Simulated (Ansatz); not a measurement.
# Convergence of a linear-scaling basis for 1T-ZrS2 zigzag nanoribbon, bare edges, Se on S sites (64 atoms)

Aim: test how closely localised support functions follow the reference on 1T-ZrS2 zigzag nanoribbon, bare edges, Se on S sites (64 atoms), and at what cost. A setting counts as converged where the r.m.s. difference of forces stays under 1 % of the r.m.s. force.

Method: Kohn-Sham DFT, PBE, PAW (set soft_2, large core), plane waves, in Ansatz 0.2.0.

This is a report of a sequence of runs, with most program output left out.

## 1. The starting structure

The cell holds 64 atoms: 22 Zr, 37 S and 5 Se. Cell: a = 7.320 Å, b = 42.753 Å, c = 12.920 Å, α = 90.0°, β = 90.0°, γ = 90.0°. It derives from ZrS2 (1T-ZrS2) and ZrSe2. 1T-ZrS2 (a = 3.66 Å), rectangular cell with x along the zigzag direction; strip nominally 33 Å wide, 2 periods, 10 Å of vacuum, 5 of 42 S replaced by Se at random; not relaxed, displaced by a Gaussian of 0.02 Å. Vacuum lies along b and c. The structure repeats along a.

Before any run, some limits are plain. Beside vacuum, support functions can miss their usual error bounds without a warning. The main run has no spin polarisation, so any moments at edges, vacancies or dangling bonds can't form in it.

## 2. Plane-wave single point

The first run fixes the reference, at a cutoff of 420 eV.

File input.yaml:

```yaml
crystal:
  lattice:
    - [7.32, 0.0, 0.0]
    - [0.0, 42.75308, 0.0]
    - [0.0, 0.0, 12.92]
  atoms:
    - { symbol: Zr, position: [0.99843, 0.117, 0.50084] }
    - { symbol: S, position: [0.00369, 0.16566, 0.61144] }
    - { symbol: Se, position: [0.2478, 0.14185, 0.38374] }
    - { symbol: Zr, position: [0.25071, 0.19154, 0.49847] }
    - { symbol: S, position: [0.24885, 0.24128, 0.61267] }
    - { symbol: S, position: [0.99853, 0.21674, 0.3841] }
    - { symbol: Zr, position: [0.99941, 0.26577, 0.49832] }
    - { symbol: S, position: [0.00466, 0.31451, 0.61362] }
[... 52 atom lines left out ...]
    - { symbol: S, position: [0.74999, 0.83337, 0.61454] }
    - { symbol: S, position: [0.49943, 0.80918, 0.38537] }
    - { symbol: Zr, position: [0.50544, 0.85791, 0.499] }
    - { symbol: S, position: [0.74767, 0.88333, 0.38796] }
kpoints:
  mp_grid: { grid: [2, 1, 1] }
hamiltonian:
  xc: pbe
  pseudopotentials: { kind: paw, core: large }
scf:
  occupations: { method: fermi_dirac, width: 0.025 }
output:
  forces: true
  populations: true
  dos:
    method: { smearing: { sigma: 0.08 } }
    de: 0.1
    projected: { site_lists: { S: [S], Se: [Se], Zr: [Zr] } }
  eigenvalues: true
  write_density: true
  write_potential: true
  volumetric_format: npy
  elf: true
```

On the command line:

```bash
$ ansatz run input.yaml --threads 8 --pin off --max-ram 15872MiB --backend cpu --events-out ev --progress --plain --runs-dir out
```

Wall time 1.7 min (8 threads of Arm Neoverse V2, shared host); peak memory 12 GiB; 13 min of CPU time.

The program notes that potentials were chosen by core size and the exchange-correlation potential is rough where the density is thin.

The run gave:

- free energy: -138400.3013 eV
- free energy per atom: -2162.5047 eV/atom
- SCF cycles: 19
- r.m.s. force component: 0.5747 eV/Å
- longest force: 2.267 eV/Å
- Fermi energy: -0.1485 eV
- levels partly filled by over 2 per cent: 6
- spilling of the projection: 0.005897

The r.m.s. force component of 0.57 eV/Å sets the scale for the differences below.

## 3. Support functions low

The cell is solved in localised support functions.

This step: Kohn-Sham DFT, PBE, PAW (set soft_2, large core), localised support functions (low) (Ansatz 0.2.0).

input.yaml, the sections that differ from step 2:

```yaml
scf:
  occupations: { method: fermi_dirac, width: 0.025 }
  eigensolver: { kind: { support_functions: { accuracy: low } } }
  mixing: { beta: 0.2 }
  max_iter: 150
output:
  forces: true
  eigenvalues: true
# crystal, kpoints, hamiltonian: as in step 2
```

It took 2.1 min on 8 threads; peak memory 5 GiB.

The program notes that the band table was not solved further than the SCF left it and it switched symmetry off.

Keys that differ from the reference: support_functions.accuracy = "low", scf.max_iter = 150 and scf.mixing.beta = 0.2.

Forces differ from the reference by 0.33 meV/Å r.m.s., 0.057 % of their size, well within a tolerance of 1 %; the energy by -0.34 meV/atom.

## 4. Support functions medium

This step: Kohn-Sham DFT, PBE, PAW (set soft_2, large core), localised support functions (medium) (Ansatz 0.2.0).

input.yaml, the sections that differ from step 3:

```yaml
scf:
  occupations: { method: fermi_dirac, width: 0.025 }
  eigensolver: { kind: { support_functions: { accuracy: medium } } }
  mixing: { beta: 0.2 }
  max_iter: 150
# crystal, kpoints, hamiltonian, output: as in step 3
```

It took 2.3 min on 8 threads; peak memory 5.1 GiB; 18 min of CPU time.

Keys that differ from the reference: support_functions.accuracy = "medium", scf.max_iter = 150 and scf.mixing.beta = 0.2.

Forces differ from the reference by 0.33 meV/Å r.m.s., 0.057 % of their size, well within a tolerance of 1 %; the energy by -0.34 meV/atom.

## 5. Support functions medium, spacing 0.411 Å

The grid spacing sets how fine a wave the support functions can hold.

input.yaml, the sections that differ from step 4:

```yaml
scf:
  occupations: { method: fermi_dirac, width: 0.025 }
  eigensolver: { kind: { support_functions: { accuracy: medium, spacing: 0.411 } } }
  mixing: { beta: 0.2 }
  max_iter: 150
# crystal, kpoints, hamiltonian, output: as in step 4
```

It took 60 s on 8 threads; peak memory 2.9 GiB.

The program notes that the forces don't sum to zero within tolerance and the grid leaves an egg-box force.

Forces differ from the reference by 99 meV/Å r.m.s., 17 % of their size, far over a tolerance of 1 %; the energy by +38 meV/atom. The setting is coarser than the default on purpose.

## 6. Support functions medium, spacing 0.343 Å

input.yaml, the sections that differ from step 5:

```yaml
scf:
  occupations: { method: fermi_dirac, width: 0.025 }
  eigensolver: { kind: { support_functions: { accuracy: medium, spacing: 0.343 } } }
  mixing: { beta: 0.2 }
  max_iter: 150
# crystal, kpoints, hamiltonian, output: as in step 5
```

Elapsed: 71 s, on 8 threads; peak memory 3.5 GiB; 9.1 min of CPU time.

Forces differ from the reference by 10 meV/Å r.m.s., 1.8 % of their size, over a tolerance of 1 %; the energy by -2.3 meV/atom. The setting is coarser than the default on purpose.

## 7. Support functions medium, spacing 0.297 Å

input.yaml, the sections that differ from step 6:

```yaml
scf:
  occupations: { method: fermi_dirac, width: 0.025 }
  eigensolver: { kind: { support_functions: { accuracy: medium, spacing: 0.297 } } }
  mixing: { beta: 0.2 }
  max_iter: 150
# crystal, kpoints, hamiltonian, output: as in step 6
```

Elapsed: 79 s, on 8 threads; peak memory 3.9 GiB.

Forces differ from the reference by 8.0 meV/Å r.m.s., 1.4 % of their size, over a tolerance of 1 %; the energy by +0.13 meV/atom. The setting is coarser than the default on purpose.

## 8. Support functions medium, spacing 0.263 Å

input.yaml, the sections that differ from step 7:

```yaml
scf:
  occupations: { method: fermi_dirac, width: 0.025 }
  eigensolver: { kind: { support_functions: { accuracy: medium, spacing: 0.263 } } }
  mixing: { beta: 0.2 }
  max_iter: 150
# crystal, kpoints, hamiltonian, output: as in step 7
```

It took 94 s on 8 threads; peak memory 4.3 GiB.

Keys that differ from the reference: support_functions.accuracy = "medium", support_functions.spacing = 0.263, scf.max_iter = 150 and scf.mixing.beta = 0.2.

Forces differ from the reference by 0.41 meV/Å r.m.s., 0.072 % of their size, well within a tolerance of 1 %; the energy by -0.56 meV/atom.

## 9. Cost against change

Each row is set against the plane-wave reference (Kohn-Sham DFT, PBE, PAW (set soft_2, large core), plane waves; r.m.s. force component 0.575 eV/Å). Energies are set beside the reference only for runs with its functional, potentials and electron count. Times are for 8 threads of Arm Neoverse V2, shared host. The reference's time includes the DOS, ELF and grids, which some other runs skip.

| run | Δ force, r.m.s. (meV/Å) | share of r.m.s. force (%) | Δ energy (meV/atom) | cycles | time | host memory (GiB) |
| --- | --- | --- | --- | --- | --- | --- |
| reference | - | - | - | 19 | 1.7 min | 12 |
| support functions low | 0.325 | 0.0565 | -0.342 | 27 | 2.1 min | 5.0 |
| support functions medium | 0.326 | 0.0568 | -0.343 | 29 | 2.3 min | 5.1 |
| support functions medium, spacing 0.411 Å | 98.9 | 17.2 | 37.8 | 31 | 60 s | 2.9 |
| support functions medium, spacing 0.343 Å | 10.4 | 1.80 | -2.28 | 29 | 71 s | 3.5 |
| support functions medium, spacing 0.297 Å | 8.02 | 1.40 | 0.130 | 28 | 79 s | 3.9 |
| support functions medium, spacing 0.263 Å | 0.414 | 0.072 | -0.556 | 28 | 94 s | 4.3 |

## 10. What the reference run shows

The comparisons rest on this run, so its electronic structure is set out here.

Neighbours are counted within 3.02 Å (S-Zr), 3.02 Å (Zr-Se).

Length of the force by element and coordination:

| element | coordination | atoms | mean length of the force (eV/Å) | spread | least | most |
| --- | --- | --- | --- | --- | --- | --- |
| S | all | 37 | 0.439 | 0.388 | 0.0485 | 1.88 |
| S | 2 | 2 | 1.68 | 0.201 | 1.47 | 1.88 |
| S | 3 | 35 | 0.368 | 0.254 | 0.0485 | 1.32 |
| Se | all | 5 | 1.90 | 0.186 | 1.61 | 2.10 |
| Zr | all | 22 | 1.01 | 0.681 | 0.125 | 2.27 |
| Zr | 3 | 2 | 1.62 | 0.281 | 1.33 | 1.90 |
| Zr | 5 | 2 | 2.22 | 0.0452 | 2.18 | 2.27 |
| Zr | 6 | 18 | 0.805 | 0.558 | 0.125 | 1.82 |

Löwdin charges by element and coordination (they lack the spilled electrons, 0.048 e an atom on average):

| element | coordination | atoms | mean charge (e) | spread | least | most |
| --- | --- | --- | --- | --- | --- | --- |
| S | all | 37 | -0.344 | 0.0347 | -0.443 | -0.264 |
| S | 2 | 2 | -0.418 | 0.0245 | -0.443 | -0.394 |
| S | 3 | 35 | -0.340 | 0.0302 | -0.442 | -0.264 |
| Se | all | 5 | -0.247 | 0.0204 | -0.262 | -0.207 |
| Zr | all | 22 | 0.773 | 0.0897 | 0.511 | 0.888 |
| Zr | 3 | 2 | 0.519 | 0.0078 | 0.511 | 0.526 |
| Zr | 5 | 2 | 0.880 | 0.0076 | 0.873 | 0.888 |
| Zr | 6 | 18 | 0.790 | 0.0327 | 0.704 | 0.833 |

States in the cell by windows of 1 eV, zero at the Fermi level; the larger projections on atomic orbitals stand beside the total:

| from (eV) | to (eV) | total | S p | Zr d | Se p | S s |
| --- | --- | --- | --- | --- | --- | --- |
| -14 | -13 | 11.5 | 0.1 | 0.5 | 0.0 | 4.3 |
| -13 | -12 | 65.1 | 0.4 | 6.6 | 0.1 | 49.9 |
| -12 | -11 | 7.4 | 0.0 | 0.4 | 0.0 | 6.6 |
| -11 | -6 | 0.0 | 0.0 | 0.0 | 0.0 | 0.0 |
| -6 | -5 | 7.1 | 3.7 | 1.7 | 0.7 | 0.1 |
| -5 | -4 | 56.3 | 32.5 | 13.6 | 5.4 | 1.2 |
| -4 | -3 | 89.2 | 54.4 | 22.8 | 7.4 | 1.5 |
| -3 | -2 | 53.1 | 38.5 | 7.9 | 4.1 | 1.0 |
| -2 | -1 | 44.5 | 36.0 | 3.2 | 4.1 | 0.2 |
| -1 | 0 | 5.8 | 1.7 | 2.9 | 0.4 | 0.0 |
| 0 | 1 | 38.2 | 5.2 | 28.6 | 0.9 | 0.4 |
| 1 | 2 | 46.5 | 8.6 | 34.1 | 1.2 | 0.1 |

The curve was stored every 0.10 eV, coarse against its broadening of 0.08 eV, so these counts are rough.

The stored curve holds about 340 of the 516 electrons; the rest, give or take the few that broadening carries across the Fermi level, lie in deeper levels below its range.

The levels nearest the highest filled one (over half full), pooled over k-points and spins:

| level less the highest filled one (eV) | occupation |
| --- | --- |
| -0.975 | 2 |
| -0.851 | 2 |
| -0.241 | 2 |
| -0.225 | 2 |
| -0.124 | 1.99 |
| 0 | 1.40 |
| 0.0727 | 0.227 |
| 0.0867 | 0.136 |
| 0.0909 | 0.117 |
| 0.106 | 0.065 |
| 0.116 | 0.044 |
| 0.146 | 0.014 |

ELF in the ab plane at fractional z = 0.384, with atoms of Se and S within 0.2 Å of it. It is the smooth field of the valence electrons, not physical close to the nuclei.

Ten even steps from '_' (0.00) to '@' (0.82), each cell a mean:
```
________________________________________
____..::------::________..::------::____
..++@@@@##**@@@@##::..++@@@@##**@@@@##::
--==++++++++++++==----==++++++++++++==--
++%%@@##::..==@@@@##++%%@@##::..==@@@@##
----==++++++++++==------==++++++++++==--
..==%%@@##++%%@@**::..==%%@@****%%@@**::
******==::..--++**********==::..::==****
++##%%**::..--##%%**++####++::..--**%%##
__--**%%##**%%%%++::..--**%%##**##%%++::
::--++****++****==::::--++****++****==--
==**@@##--..++@@@@++==##@@##::..++%%@@++
++++++========++++++==++++++======++++++
..==@@@@##++%%@@##::..++@@@@====##@@##--
****++==--::--++++******++==------++++**
++%%%%**::..==%%@@**++%%%%**::..==##@@**
..--**##****##**==::..--**##****####++::
..--**##**++####++::..--++##****##**++::
++%%%%**::__--##@@##**%%@@**::..==%%@@##
++++++==----==++++++++++++==------==++++
::++@@%%++==##@@##--..==%%@@##**%%@@##::
__..--==++++++==::______::==++++==--..__
______........______________......______
________________________________________
```
Columns run along a (7.3 Å), rows up along b (42.8 Å). Atoms in or near the plane, at fractional coordinates: Se at (0.25, 0.14), S at (0.00, 0.22), S at (0.25, 0.29), S at (0.00, 0.36), S at (0.25, 0.44), Se at (0.00, 0.51), S at (0.25, 0.59), S at (0.01, 0.66), S at (0.25, 0.74), S at (0.00, 0.81), S at (0.25, 0.88), S at (0.75, 0.14), S at (0.50, 0.22), S at (0.75, 0.29) and more.

Electrostatic potential energy in the ab plane at fractional z = 0.384, with atoms of Se and S within 0.2 Å of it. With pseudopotentials it is smooth inside the atoms' cores, unlike the true potential.

Values in eV, 13 rows by 16 columns, each cell a mean:
```
  5   5   5   5   5   5   5   5   5   5   5   5   5   5   5   5
  3   2  -5 -15 -15  -9   1   3   3   2  -5 -15 -15  -9   1   3
-16 -11   0   2   2   1  -6 -16 -17 -11   0   2   2   1  -5 -16
  2   1  -6 -16 -16 -10   0   2   2   1  -6 -16 -16 -10   0   2
-16 -12  -1   2   2   1  -5 -15 -16 -10   0   2   2   2  -3 -14
  1   1  -5 -15 -16 -11   0   1   1   1  -5 -15 -16 -11   0   1
-20 -14  -2   1   1   0  -8 -18 -20 -14  -1   1   0   0  -7 -18
  0   1  -5 -15 -15 -10   0   1   0   0  -8 -18 -19 -13  -1   0
-14 -10   0   0   0   0  -5 -14 -14 -10   0   0  -1   0  -5 -14
 -3  -1  -5 -13 -14 -10  -1  -1  -2   0  -4 -13 -13 -10  -1  -2
-12  -9  -2  -4  -5  -2  -5 -12 -12 -10  -1  -3  -3  -1  -5 -12
  0   0  -7 -14 -14 -11  -1   1   1   1  -5 -11 -11  -9  -1   1
  3   3   3   4   4   3   3   3   3   3   3   3   4   3   3   3
```
Columns run along a (7.3 Å; values clipped at the 3rd and 97th percentile), rows up along b (42.8 Å). Atoms in or near the plane, at fractional coordinates: Se at (0.25, 0.14), S at (0.00, 0.22), S at (0.25, 0.29), S at (0.00, 0.36), S at (0.25, 0.44), Se at (0.00, 0.51), S at (0.25, 0.59), S at (0.01, 0.66), S at (0.25, 0.74), S at (0.00, 0.81), S at (0.25, 0.88), S at (0.75, 0.14), S at (0.50, 0.22), S at (0.75, 0.29) and more.

Mean Löwdin charges: S -0.34, Se -0.25, Zr +0.77 e (they miss 0.59 % of the electrons, so they add up to more than the cell's charge). Within 0.4 eV of the Fermi level the largest share is Zr d (75 % of the projected weight).

## 11. Distances and neighbours

Bonds and neighbours are counted at the geometry of the runs.

Normalised to the volume that the atoms fill. g(r), total and by pair (bins of 0.2 Å):

| r (Å) | total | S-S | S-Zr | S-Se | Zr-Zr | Zr-Se | Se-Se |
| --- | --- | --- | --- | --- | --- | --- | --- |
| 2.50 | 4.04 | 0.00 | 9.00 | 0.00 | 0.00 | 8.40 | 0.00 |
| 2.70 | 0.61 | 0.00 | 1.26 | 0.00 | 0.00 | 2.01 | 0.00 |
| 2.90 | 0.00 | 0.00 | 0.00 | 0.00 | 0.00 | 0.00 | 0.00 |
| 3.10 | 0.00 | 0.00 | 0.00 | 0.00 | 0.00 | 0.00 | 0.00 |
| 3.30 | 0.00 | 0.00 | 0.00 | 0.00 | 0.00 | 0.00 | 0.00 |
| 3.50 | 0.37 | 0.93 | 0.00 | 0.65 | 0.00 | 0.00 | 0.00 |
| 3.70 | 4.10 | 7.04 | 0.00 | 5.55 | 9.71 | 0.00 | 15.10 |
| 3.90 | 0.00 | 0.00 | 0.00 | 0.00 | 0.00 | 0.00 | 0.00 |
| 4.10 | 0.00 | 0.00 | 0.00 | 0.00 | 0.00 | 0.00 | 0.00 |
| 4.30 | 0.00 | 0.00 | 0.00 | 0.00 | 0.00 | 0.00 | 0.00 |
| 4.50 | 1.46 | 0.00 | 3.24 | 0.00 | 0.00 | 3.21 | 0.00 |
| 4.70 | 0.00 | 0.00 | 0.00 | 0.00 | 0.00 | 0.00 | 0.00 |
| 4.90 | 0.00 | 0.00 | 0.00 | 0.00 | 0.00 | 0.00 | 0.00 |
| 5.10 | 0.52 | 1.23 | 0.00 | 1.14 | 0.00 | 0.00 | 0.00 |
| 5.30 | 0.03 | 0.05 | 0.00 | 0.10 | 0.00 | 0.00 | 0.00 |
| 5.50 | 0.00 | 0.00 | 0.00 | 0.00 | 0.00 | 0.00 | 0.00 |
| 5.70 | 1.32 | 0.00 | 2.96 | 0.00 | 0.00 | 2.63 | 0.00 |
| 5.90 | 0.40 | 0.00 | 0.88 | 0.00 | 0.00 | 0.95 | 0.00 |
| 6.10 | 0.00 | 0.00 | 0.00 | 0.00 | 0.00 | 0.00 | 0.00 |
| 6.30 | 1.72 | 3.21 | 0.00 | 3.01 | 3.03 | 0.00 | 3.03 |
| 6.50 | 0.01 | 0.04 | 0.00 | 0.00 | 0.00 | 0.00 | 0.00 |
| 6.70 | 0.00 | 0.00 | 0.00 | 0.00 | 0.00 | 0.00 | 0.00 |
| 6.90 | 0.00 | 0.00 | 0.00 | 0.00 | 0.00 | 0.00 | 0.00 |
| 7.10 | 0.00 | 0.00 | 0.00 | 0.00 | 0.00 | 0.00 | 0.00 |
| 7.30 | 0.78 | 1.23 | 0.00 | 0.82 | 2.27 | 0.00 | 3.79 |
| 7.50 | 0.00 | 0.00 | 0.00 | 0.00 | 0.00 | 0.00 | 0.00 |
| 7.70 | 0.86 | 0.00 | 1.91 | 0.00 | 0.00 | 1.92 | 0.00 |
| 7.90 | 0.04 | 0.00 | 0.10 | 0.00 | 0.00 | 0.08 | 0.00 |

Bonds by pair of elements; cutoffs follow the first minimum of g(r), held within bounds set by covalent radii, and pairs that aren't listed don't count as bonded:

| pair A-B | cutoff (Å) | bonds | mean length (Å) | spread (Å) | shortest (Å) | B about A | A about B |
| --- | --- | --- | --- | --- | --- | --- | --- |
| S-Zr | 3.02 | 109 | 2.57 | 0.026 | 2.51 | 2.95 | 4.96 |
| Zr-Se | 3.02 | 15 | 2.58 | 0.018 | 2.54 | 0.682 | 3 |

How many atoms have how many bonded neighbours:

| element | mean | 2 | 3 | 5 | 6 |
| --- | --- | --- | --- | --- | --- |
| S | 2.95 | 2 | 35 | 0 | 0 |
| Se | 3 | 0 | 5 | 0 | 0 |
| Zr | 5.64 | 0 | 2 | 2 | 18 |

With the cutoffs above, 95 % of S atoms have 3, all Se atoms have 3 and 82 % of Zr atoms have 6 bonded neighbours.

The surroundings of Zr31, which bears the longest force, nearest first, numbered as they follow in the input and with coordinates relative to it.

| atom | x | y | z | distance (Å) | bonds | Löwdin charge (e) | Fx | Fy | Fz (eV/Å) |
| --- | --- | --- | --- | --- | --- | --- | --- | --- | --- |
| Zr31 | 0.00 | 0.00 | 0.00 | 0.00 | 5 | 0.87 | 0.58 | -0.17 | -2.18 |
| S64 | -1.83 | 1.06 | -1.42 | 2.54 | 2 | -0.39 | -0.16 | -0.36 | 1.42 |
| S30 | 0.02 | -2.10 | -1.43 | 2.55 | 3 | -0.29 | 0.05 | 0.32 | 0.32 |
| S32 | 1.83 | 1.09 | -1.44 | 2.57 | 2 | -0.44 | 0.06 | -0.65 | 1.76 |
| S29 | 1.80 | -1.07 | 1.50 | 2.57 | 3 | -0.44 | 0.27 | 0.22 | 0.03 |
| S61 | -1.81 | -1.08 | 1.51 | 2.59 | 3 | -0.41 | -0.14 | 0.33 | 0.20 |
| Zr63 | -3.60 | -0.03 | 0.02 | 3.60 | 5 | 0.89 | -0.53 | 0.07 | -2.11 |
| Zr60 | -1.82 | -3.17 | 0.02 | 3.66 | 6 | 0.80 | 0.37 | -0.14 | 0.01 |
| Zr28 | 1.89 | -3.19 | 0.02 | 3.71 | 6 | 0.82 | -0.50 | 0.04 | 0.20 |
| Zr63 | 3.72 | -0.03 | 0.02 | 3.72 | 5 | 0.89 | -0.53 | 0.07 | -2.11 |

The column of bonds counts only the pairs S-Zr within 3.02 Å, Zr-Se within 3.02 Å; other neighbours, such as metal atoms beside each other in a compound, aren't counted, and periodic images can show an atom twice.

## 12. Outcome

```
free energy per atom        : -2162.5047 eV/atom
r.m.s. force component      : 0.5747 eV/Å
wall time of the 7 DFT runs : 11 min
```

**Reading.** Against plane waves at 420 eV, the forces differ by 0.33 meV/Å (0.057 %) with support functions medium. At 64 atoms the fastest of the runs at a preset level, support functions low, takes roughly 1.2 times the time of plane waves (whose run also made extra analyses, so the like-for-like ratio is larger), in 27 SCF cycles against 19. Differences between support functions and plane waves include what basis error the plane-wave run still has. As the typed spacing goes from 0.263 to 0.411 Å, the force difference goes from 0.41 to 99 meV/Å, and the time from 94 s to 60 s.

6 levels are partly filled by over 2 % (on the run's k-points), and the list of levels jumps by 0.61 eV between -0.85 and -0.24 eV: the Fermi level sits among few, sparse states, as at a band edge, among defect levels or in a metal whose levels bunch into shells on a coarse mesh. With the cutoffs above, 95 % of S atoms have 3, all Se atoms have 3 and 82 % of Zr atoms have 6 bonded neighbours.

What to keep in mind: The geometry was built by rule, was displaced at random and isn't relaxed at this level: its force components are 0.57 eV/Å r.m.s.

[Logs are printed without paths, hosts, clocks, repeated set-up lines and the standing remarks that a program may print on its own settings, such as how far it seeks lower states.]

[Hosts, paths, dates, database ids (printed as entryN), source tags and the programs' standing remarks are cut or masked in the printed files.]
